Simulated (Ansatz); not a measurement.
Two G0W0 runs on AsP (buckled honeycomb monolayer).

The cell holds 2 atoms: 1 P and 1 As. Its edges and angles: a = 3.401 Å, b = 3.401 Å, c = 25.800 Å, α = 90.0°, β = 90.0°, γ = 120.0°. Vacuum lies along c.

```xyz
2
Lattice="3.4012 0.0000 0.0000 -1.7006 2.9455 0.0000 0.0000 0.0000 25.8000" Properties=species:S:1:pos:R:3
P     0.0000    1.9637   12.2401
As    1.7006    0.9818   13.5599
```

The structure was relaxed with PBEsol. The runs that relaxed it are not among those shown.

The first (Ansatz 0.2.0; start PBEsol, 6×6×1 mesh, 501 empty bands, screening to 90 eV, PAW set soft_1 files; 4 threads of Arm Neoverse V1, shared host) gave, on its mesh: starting gap 1.68 eV, G0W0 gap 2.71 eV, mean of 1 + 4πα/V (set by the cell height) 2.70, 3.4 min.

The second gave: starting gap 1.68 eV, G0W0 gap 2.78 eV, mean of 1 + 4πα/V (set by the cell height) 2.70, 15 min.

Q: What was changed in the input? Choose among start, files, mesh, bands and cutoff, frequency model or another key.

Changed: empty bands from 501 to 920 and screening cutoff (eV) from 90.0 to 135.0. The starting gap stayed, which rules out the functional and points to the GW step. Other changes could give like numbers; this is the one that was made.

Limits: not at the basis limit; coarse mesh for a sheet; no spin-orbit coupling.

[Paths, hosts, dates, memory and timing lines, banners, echoed tables and standing remarks are left out of the program output.]

[Logs are printed without paths, hosts, clocks, repeated set-up lines and the standing remarks that a program may print on its own settings, such as how far it seeks lower states.]

[Runs of the session that timed out or met a known fault of the program may be left out.]

[Cells called generated may have been cut or substituted from an entry of the Crystallography Open Database or the Materials Project.]

[Hosts, paths, dates, database ids (printed as entryN), source tags and the programs' standing remarks are cut or masked in the printed files.]
